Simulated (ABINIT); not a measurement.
An input for ABINIT 10.8.3 (KBr (Fm-3m)):

```
acell 3*1.0 Angstrom
rprim 
  0.000000000000 3.300000000000 3.300000000000
  3.300000000000 0.000000000000 3.300000000000
  3.300000000000 3.300000000000 0.000000000000
ntypat 2
znucl 19 35
natom 2
typat 1 2
xred 
  0.000000000000 0.000000000000 0.000000000000
  0.500000000000 0.500000000000 0.500000000000
pp_dirpath "pseudos"
pseudos "K.upf, Br.upf"
ecut 32
ngkpt 4 4 4
nshiftk 1
shiftk 0 0 0
kptopt 1
chksymbreak 0
istwfk *1
occopt 1
irdwfk 1
optdriver 4
nband 62
gwcalctyp 28
ecutsigx 32
symsigma 0
nkptgw 8
kptgw 
  0.0000000000 0.0000000000 0.0000000000
  0.2500000000 0.0000000000 0.0000000000
  0.5000000000 0.0000000000 0.0000000000
  0.2500000000 0.2500000000 0.0000000000
  0.5000000000 0.2500000000 0.0000000000
  -0.2500000000 0.2500000000 0.0000000000
  0.5000000000 0.5000000000 0.0000000000
  -0.2500000000 0.5000000000 0.2500000000
bdgw 
  1 15
  1 15
  1 15
  1 15
  1 15
  1 15
  1 15
  1 15
ecuteps 4
irdscr 1
ppmodel 1
irdqps 1
rhoqpmix 0.3
indata_prefix "in"
outdata_prefix "out"
tmpdata_prefix "tmp"
```

```sh
OMP_NUM_THREADS=1 mpirun -n 4 abinit run.abi > log
```

**Question.** How long will it take on 4 MPI ranks of Arm Neoverse V2, shared host, and how much memory?

It took 85 s; on shared hardware allow 43 s to 2.8 min. Peak host memory was 1.4 GiB.

[Paths, hosts, dates, memory and timing lines, banners, echoed tables and standing remarks are left out of the program output.]

[Logs are printed without paths, hosts, clocks, repeated set-up lines and the standing remarks that a program may print on its own settings, such as how far it seeks lower states.]

[Runs of the session that timed out or met a known fault of the program may be left out.]

[Hosts, paths, dates, database ids (printed as entryN), source tags and the programs' standing remarks are cut or masked in the printed files.]

[G0W0 gaps are taken among the corrected bands and points alone; a level outside them can change the order at an edge.]

[Where Ansatz stands beside ABINIT at settings called matched, ABINIT's density can come from a denser mesh and the files from another edition; pairs whose starting gaps differed by over 0.03 eV were left out, so agreement reads better than it is.]
